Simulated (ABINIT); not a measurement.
An input for ABINIT 10.8.3 (Ca2FeH6 (Fm-3m)):

```
acell 3*1.0 Angstrom
rprim 
  0.000000000000 3.496077550000 3.496077550000
  3.496077550000 0.000000000000 3.496077550000
  3.496077550000 3.496077550000 0.000000000000
ntypat 3
znucl 20 26 1
natom 9
typat 1 1 2 3 3 3 3 3 3
xred 
  0.250000000000 0.250000000000 0.250000000000
  0.750000000000 0.750000000000 0.750000000000
  0.000000000000 0.000000000000 0.000000000000
  0.771967350000 0.228032650000 0.228032650000
  0.228032650000 0.771967350000 0.771967350000
  0.228032650000 0.771967350000 0.228032650000
  0.771967350000 0.228032650000 0.771967350000
  0.228032650000 0.228032650000 0.771967350000
  0.771967350000 0.771967350000 0.228032650000
pp_dirpath "pseudos"
pseudos "Ca.upf, Fe.upf, H.upf"
ecut 39
ngkpt 6 6 6
nshiftk 1
shiftk 0 0 0
kptopt 1
chksymbreak 0
nband 29
occopt 1
tolvrs 1e-10
nstep 60
prtwf 0
optforces 0
optstress 0
indata_prefix "in"
outdata_prefix "out"
tmpdata_prefix "tmp"
```

```sh
OMP_NUM_THREADS=1 mpirun -n 4 abinit run.abi > log
```

Question: How long will it take on 4 MPI ranks of Arm Neoverse V1, shared host, and how much memory?

It took 54 s; on shared hardware allow 27 s to 1.8 min. Peak host memory was 0.41 GiB.

[Long decimals in the printed logs are rounded to 6 places.]

[Logs are printed without paths, hosts, clocks, repeated set-up lines and the standing remarks that a program may print on its own settings, such as how far it seeks lower states.]

[Paths, hosts, dates, memory and timing lines, banners, echoed tables and standing remarks are left out of the program output; an Ansatz launch command may be rebuilt from the run's recorded settings. Measured values are a selection of at most five: reports struck by readers or far from the other reports are left out. None is set beside runs whose start may be inverted or whose files or cutoffs have a known fault.]

[Runs of the session that timed out or met a known fault of the program may be left out.]

[Hosts, paths, dates, database ids (printed as entryN), source tags and the programs' standing remarks are cut or masked in the printed files.]

[G0W0 gaps are taken among the corrected bands and points alone; a level outside them can change the order at an edge.]

[Where Ansatz stands beside ABINIT at settings called matched, ABINIT's density can come from a denser mesh and the files from another edition; pairs whose starting gaps differed by over 0.03 eV were left out, so agreement reads better than it is.]
